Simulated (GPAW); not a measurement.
## A GW chain in GPAW: SiC (P6_3mc)

Aim: the G0W0 gap of SiC (P6_3mc) on PBE, step by step.

Main program and level: GPAW 26.7.0; PBE and many-body steps on it, plane waves.

**What was measured.**

- Gap 3.285 eV: band gap at low temperature, quoted from earlier experiments; bulk crystal (quoted in “Excitation properties of the divacancy in 4H-SiC”, 2018, arxiv:1804.01167).

- Gap 3.2 eV: experimental band gap quoted from earlier work; bulk crystal (quoted in “Local vibrational modes of Si vacancy spin qubits in SiC”, 2020, arxiv:2002.00067).

- Gap 3.26 eV: band gap at cryogenic temperature; bulk crystal (literature value) (quoted in “Silicon carbide diodes for neutron detection”, 2020, arxiv:2009.14696).

Most raw output is cut from this account.

## 1. Starting point

Symmetry: P6_3mc, No. 186, hexagonal system. Conventional cell: a = 3.076 Å, b = 3.076 Å, c = 10.071 Å, α = 90.00°, β = 90.00°, γ = 120.00°. Nearest to Si lie 4 C at 1.88 to 1.89 Å. Nearest to C lie 4 Si at 1.88 to 1.89 Å. Nearest to C lie 4 Si at 1.88 to 1.89 Å. Farther neighbours are not listed.

The cell and positions are those that the Materials Project relaxed with its own functionals (PBE, PBE+U or r2SCAN), kept fixed.

## 2. Ground state

This step: GPAW 26.7.0; DFT, PBE, plane waves, PAW.

The ground-state density comes first.

Contents of run.py:

```python
import json
import numpy as np
from gpaw.mpi import world
from ase import Atoms
from gpaw import GPAW, PW, FermiDirac

atoms = Atoms(['Si', 'Si', 'Si', 'Si', 'C', 'C', 'C', 'C'],
    cell=[[3.0756941497, 0.0000000000, 0.0000000000],
      [-1.5378470748, 2.6636292679, 0.0000000000],
      [0.0000000000, 0.0000000000, 10.0706464800]],
    scaled_positions=[[0.6666666667, 0.3333333333, 0.9378419800],
      [0.3333333333, 0.6666666667, 0.4378419800],
      [0.0000000000, 0.0000000000, 0.6878943800],
      [0.0000000000, 0.0000000000, 0.1878943800],
      [0.6666666667, 0.3333333333, 0.7498025900],
      [0.3333333333, 0.6666666667, 0.2498025900],
      [0.0000000000, 0.0000000000, 0.5004600500],
      [0.0000000000, 0.0000000000, 0.0004600500]],
    pbc=(True, True, True))
calc = GPAW(mode=PW(600),
    xc='PBE',
    kpts={'size': (9, 9, 4), 'gamma': True},
    occupations=FermiDirac(0.001),
    nbands=-10,
    convergence={'density': 1e-6, 'bands': -3},
    maxiter=100,
    txt='gs.txt')
atoms.calc = calc
res = {'energy': atoms.get_potential_energy()}
kpts = calc.get_ibz_k_points()
res['kpts'] = kpts
res['eigenvalues'] = [calc.get_eigenvalues(kpt=k) for k in range(len(kpts))]
res['n_electrons'] = calc.get_number_of_electrons()
calc.write('gs.gpw')

if world.rank == 0:
    with open('result.json', 'w') as f:
        json.dump(res, f, default=lambda x: x.tolist())
```

Run with:

```sh
> mpirun -n 4 gpaw python run.py
```

The job ended after 25 s (4 MPI ranks of Intel Xeon Platinum 8375C at 2.90GHz (Ice Lake), shared host; peak memory 0.84 GiB).

This step gave:

```
total energy               : -59.8828 eV
gap                        : 2.333 eV
k of the valence top       : 0, 0, 0
k of the conduction bottom : 0.4444, 0, 0
least direct gap           : 3.425 eV
```

The gap is indirect, with the least direct gap 1.09 eV higher.

## 3. Bands along the symmetry lines

Levels along a band path, at the cheap level, show where the edges lie and whether the meshes to come will hold them.

Contents of run.py:

```python
import json
import numpy as np
from gpaw.mpi import world
from gpaw import GPAW

path = [[0.000000, 0.000000, 0.000000],
    [0.062500, 0.000000, 0.000000],
    [0.125000, 0.000000, 0.000000],
    [0.187500, 0.000000, 0.000000],
    [0.250000, 0.000000, 0.000000],
    [0.312500, 0.000000, 0.000000],
    [0.375000, 0.000000, 0.000000],
    [0.437500, 0.000000, 0.000000],
    [0.500000, 0.000000, 0.000000],
    [0.479167, 0.041667, 0.000000],
    [0.458333, 0.083333, 0.000000],
    [0.437500, 0.125000, 0.000000],
    [0.416667, 0.166667, 0.000000],
    [0.395833, 0.208333, 0.000000],
    [0.375000, 0.250000, 0.000000],
    [0.354167, 0.291667, 0.000000],
    [0.333333, 0.333333, 0.000000],
    [0.291667, 0.291667, 0.000000],
    [0.250000, 0.250000, 0.000000],
    [0.208333, 0.208333, 0.000000],
    [0.166667, 0.166667, 0.000000],
    [0.125000, 0.125000, 0.000000],
    [0.083333, 0.083333, 0.000000],
    [0.041667, 0.041667, 0.000000],
    [0.000000, 0.000000, 0.000000],
    [0.000000, 0.000000, 0.062500],
    [0.000000, 0.000000, 0.125000],
    [0.000000, 0.000000, 0.187500],
    [0.000000, 0.000000, 0.250000],
    [0.000000, 0.000000, 0.312500],
    [0.000000, 0.000000, 0.375000],
    [0.000000, 0.000000, 0.437500],
    [0.000000, 0.000000, 0.500000],
    [0.062500, 0.000000, 0.500000],
    [0.125000, 0.000000, 0.500000],
    [0.187500, 0.000000, 0.500000],
    [0.250000, 0.000000, 0.500000],
    [0.312500, 0.000000, 0.500000],
    [0.375000, 0.000000, 0.500000],
    [0.437500, 0.000000, 0.500000],
    [0.500000, 0.000000, 0.500000],
    [0.479167, 0.041667, 0.500000],
    [0.458333, 0.083333, 0.500000],
    [0.437500, 0.125000, 0.500000],
    [0.416667, 0.166667, 0.500000],
    [0.395833, 0.208333, 0.500000],
    [0.375000, 0.250000, 0.500000],
    [0.354167, 0.291667, 0.500000],
    [0.333333, 0.333333, 0.500000],
    [0.291667, 0.291667, 0.500000],
    [0.250000, 0.250000, 0.500000],
    [0.208333, 0.208333, 0.500000],
    [0.166667, 0.166667, 0.500000],
    [0.125000, 0.125000, 0.500000],
    [0.083333, 0.083333, 0.500000],
    [0.041667, 0.041667, 0.500000],
    [0.000000, 0.000000, 0.500000],
    [0.500000, 0.000000, 0.500000],
    [0.500000, 0.000000, 0.437500],
    [0.500000, 0.000000, 0.375000],
    [0.500000, 0.000000, 0.312500],
    [0.500000, 0.000000, 0.250000],
    [0.500000, 0.000000, 0.187500],
    [0.500000, 0.000000, 0.125000],
    [0.500000, 0.000000, 0.062500],
    [0.500000, 0.000000, 0.000000],
    [0.333333, 0.333333, 0.500000],
    [0.333333, 0.333333, 0.437500],
    [0.333333, 0.333333, 0.375000],
    [0.333333, 0.333333, 0.312500],
    [0.333333, 0.333333, 0.250000],
    [0.333333, 0.333333, 0.187500],
    [0.333333, 0.333333, 0.125000],
    [0.333333, 0.333333, 0.062500],
    [0.333333, 0.333333, 0.000000]]
calc = GPAW('gs.gpw').fixed_density(kpts=path,
    symmetry='off',
    nbands=26,
    convergence={'bands': 22},
    txt='bands.txt')
res = {}
kpts = calc.get_ibz_k_points()
res['kpts'] = kpts
res['eigenvalues'] = [calc.get_eigenvalues(kpt=k) for k in range(len(kpts))]
res['n_electrons'] = calc.get_number_of_electrons()

if world.rank == 0:
    with open('result.json', 'w') as f:
        json.dump(res, f, default=lambda x: x.tolist())
```

Run with:

```sh
> mpirun -n 4 gpaw python run.py
```

Elapsed: 48 s, on 4 MPI ranks; peak memory 0.96 GiB.

Numbers from this step:

* gap: 2.219 eV
* k of the valence top: 0, 0, 0
* k of the conduction bottom: 0.5, 0, 0
* least direct gap: 3.344 eV

The gap is 2.219 eV, −0.114 eV from the run before at this level.

Electronic bands along the path, in eV, zero at the top of the highest filled band:

```csv
point,band 13,band 14,band 15,band 16,band 17,band 18,band 19,band 20
Γ,-0.58,-0.05,0.00,0.00,5.12,5.70,6.34,6.35
halfway,-1.67,-1.63,-0.84,-0.55,3.79,4.30,5.08,6.13
M,-2.37,-2.23,-1.58,-1.12,2.22,2.35,4.23,4.75
halfway,-3.21,-2.57,-1.93,-1.85,3.14,3.98,4.72,6.09
K,-4.00,-2.88,-2.88,-1.67,3.97,3.97,5.19,5.59
halfway,-2.51,-2.08,-1.56,-0.93,4.70,4.92,5.29,6.34
Γ,-0.58,-0.05,0.00,0.00,5.12,5.70,6.34,6.35
halfway,-0.41,-0.41,-0.06,-0.06,5.17,5.55,6.53,6.61
A,-0.21,-0.21,-0.21,-0.21,5.33,5.33,6.80,6.80
halfway,-1.28,-1.28,-0.92,-0.92,3.96,3.96,5.57,5.57
L,-2.51,-2.51,-1.56,-1.56,2.64,2.64,4.21,4.21
halfway,-3.23,-3.23,-2.05,-2.05,3.52,3.52,5.50,5.50
H,-2.76,-2.76,-2.46,-2.46,3.23,3.23,6.69,6.69
halfway,-2.15,-2.15,-1.04,-1.04,4.95,4.95,5.53,5.53
A,-0.21,-0.21,-0.21,-0.21,5.33,5.33,6.80,6.80
jump to L,-2.51,-2.51,-1.56,-1.56,2.64,2.64,4.21,4.21
halfway,-2.49,-1.97,-1.89,-1.24,2.46,2.46,4.02,4.78
M,-2.37,-2.23,-1.58,-1.12,2.22,2.35,4.23,4.75
jump to H,-2.76,-2.76,-2.46,-2.46,3.23,3.23,6.69,6.69
halfway,-3.58,-2.65,-2.65,-2.00,3.54,3.54,5.62,6.19
K,-4.00,-2.88,-2.88,-1.67,3.97,3.97,5.19,5.59
```

## 4. Empty states on the mesh, 3×3×2 mesh, 108 bands

The sums over transitions need many empty states on a uniform mesh; this step solves for them.

Contents of run.py:

```python
import json
import numpy as np
from gpaw.mpi import world
from gpaw import GPAW

calc = GPAW('gs.gpw').fixed_density(kpts={'size': (3, 3, 2), 'gamma': True},
    nbands=126,
    convergence={'bands': 108},
    txt='nscf.txt')
calc.write('full.gpw', mode='all')
res = {}
kpts = calc.get_ibz_k_points()
res['kpts'] = kpts
res['eigenvalues'] = [calc.get_eigenvalues(kpt=k) for k in range(len(kpts))]
res['n_electrons'] = calc.get_number_of_electrons()

if world.rank == 0:
    with open('result.json', 'w') as f:
        json.dump(res, f, default=lambda x: x.tolist())
```

Run with:

```sh
> mpirun -n 4 gpaw python run.py
```

Elapsed: 22 s, on 4 MPI ranks; peak memory 0.8 GiB; 86 s of CPU time.

Numbers from this step:

- gap: 3.003 eV
- k of the valence top: 0, 0, 0
- k of the conduction bottom: 0.3333, 0, 0
- least direct gap: 3.848 eV
- k points computed: 6
- lowest point of the top converged band, above the valence top: 48.82 eV

On this mesh the gap is 3.003 eV. The earlier step found 2.333 eV, so this mesh misses an edge.

## 5. Screening and self-energy, 3×3×2 mesh, 98 bands, screening to 65 eV

G0W0 replaces the xc potential by the self-energy, built once from these orbitals. Only a window of levels is corrected, while the sums run over the empty bands that the input names.

This step: G0W0 on PBE, plane waves, PAW.

Contents of run.py:

```python
import json
import numpy as np
from gpaw.mpi import world
from gpaw.response.g0w0 import G0W0

gw = G0W0('full.gpw',
    filename='gw',
    kpts=[0, 2],
    bands=(14, 18),
    ecut=65,
    nbands=98,
    integrate_gamma='WS',
    ppa=True)
gw.calculate()
res = {mode: {k: v for k, v in r.items() if k != 'sigma_eskwn'}
       for mode, r in gw.all_results.items()}

if world.rank == 0:
    with open('result.json', 'w') as f:
        json.dump(res, f, default=lambda x: x.tolist())
```

Run with:

```sh
> mpirun -n 4 gpaw python run.py
```

The job ended after 20 s (4 MPI ranks; peak memory 1.2 GiB).

Numbers from this step:

```yaml
g0w0_gap_on_the_points_computed: 3.700 eV
least_direct_g0w0_gap_on_the_computed_points: 4.653 eV
z_at_the_valence_top: 0.8039
z_at_the_conduction_bottom: 0.8246
starting_gap_on_the_mesh: 3.003 eV
k_of_the_valence_top: 0, 0, 0
k_of_the_conduction_bottom: 0.3333, 0, 0
```

The gap on the mesh goes from 3.00 eV to 3.70 eV, a correction of +0.70 eV. The start differs from the 2.33 eV found before because the two sample other k points.

Limits: finite bands, cutoff and mesh; coarse k mesh. v1 is the top filled band, c1 the lowest empty one. Levels before and after the correction, in eV, zero at the valence-band top of each column:

```
           conduction bottom  valence top
Kohn-Sham               3.00         0.00
     G0W0               3.70         0.00
```

```csv
,level,energy (eV)
Kohn-Sham,Γ v2-v1,0.000
Kohn-Sham,Γ c1,5.116
Kohn-Sham,Γ c2,5.699
Kohn-Sham,(0.333 0 0) v2,-1.373
Kohn-Sham,(0.333 0 0) v1,-0.845
Kohn-Sham,(0.333 0 0) c1,3.003
Kohn-Sham,(0.333 0 0) c2,3.240
G0W0,Γ v2-v1,0.000
G0W0,Γ c1,6.117
G0W0,Γ c2,6.727
G0W0,(0.333 0 0) v2,-1.476
G0W0,(0.333 0 0) v1,-0.953
G0W0,(0.333 0 0) c1,3.700
G0W0,(0.333 0 0) c2,3.922
```

## 6. Where the time went

Times are wall times on 4 MPI ranks of Intel Xeon Platinum 8375C at 2.90GHz (Ice Lake), shared host, good to a factor of about two.

| step | time | share | memory (GiB) |
| --- | --- | --- | --- |
| ground state | 25 s | 22 % | 0.84 |
| bands along the symmetry lines | 48 s | 42 % | 0.96 |
| empty states on the mesh | 22 s | 19 % | 0.8 |
| screening and self-energy | 20 s | 17 % | 1.2 |

## 7. Summary of results

| Property | Result |
| --- | --- |
| PBE gap | 2.22 eV, indirect |
| G0W0 gap on the mesh | 3.70 eV |
| G0W0 gap over the zone (rigid shift) | 2.92 eV |
| GW settings | 3×3×2 mesh, 98 bands, screening to 65 eV, Godby-Needs plasmon pole |
| known limits | not at the basis limit; coarse k mesh |

What this shows: G0W0 moves the gap on the mesh from 3.00 eV to 3.70 eV (+0.70 eV), with Z of 0.80 and 0.82 at the edges. The mesh misses the band edges by 0.78 eV in all; a rigid shift gives 2.92 eV for the zone. Only 2 of the mesh's irreducible points were corrected, so a valley elsewhere could overtake. The dearest step here is «bands along the symmetry lines». Against experiment, by G0W0@PBE: the gap of 2.92 eV lies −0.37 eV from the measured 3.285 eV (kind not stated, quoted 2018); the gap of 2.92 eV lies −0.28 eV from the measured 3.2 eV (kind not stated, quoted 2020); the gap of 2.92 eV lies −0.34 eV from the measured 3.26 eV (kind not stated, quoted 2020). The calculation has static nuclei and no excitons; a measured gap holds zero-point and thermal motion, which mostly lowers it. Bands and cutoff are finite, so the gap is not at the basis limit. The miss can reach some tenths of an eV and take either sign; the mesh is an error of its own. These stock PAW sets were not made for GW. In the G0W0 run levels were corrected at 2 k points alone, so a gap called «on the mesh» is the least over those, and an edge elsewhere would be missed. A denser mesh or path gives a starting gap of 2.22 eV: the GW mesh misses a band edge, so its gaps are not the fundamental one. The 3×3×2 mesh is coarse for this cell, which bears on the long-range parts of exchange and screening.

[Paths, hosts, dates, memory and timing lines, banners, echoed tables and standing remarks are left out of the program output.]

[Logs are printed without paths, hosts, clocks, repeated set-up lines and the standing remarks that a program may print on its own settings, such as how far it seeks lower states.]

[Runs of the session that timed out or met a known fault of the program may be left out.]

[Hosts, paths, dates, database ids (printed as entryN), source tags and the programs' standing remarks are cut or masked in the printed files.]
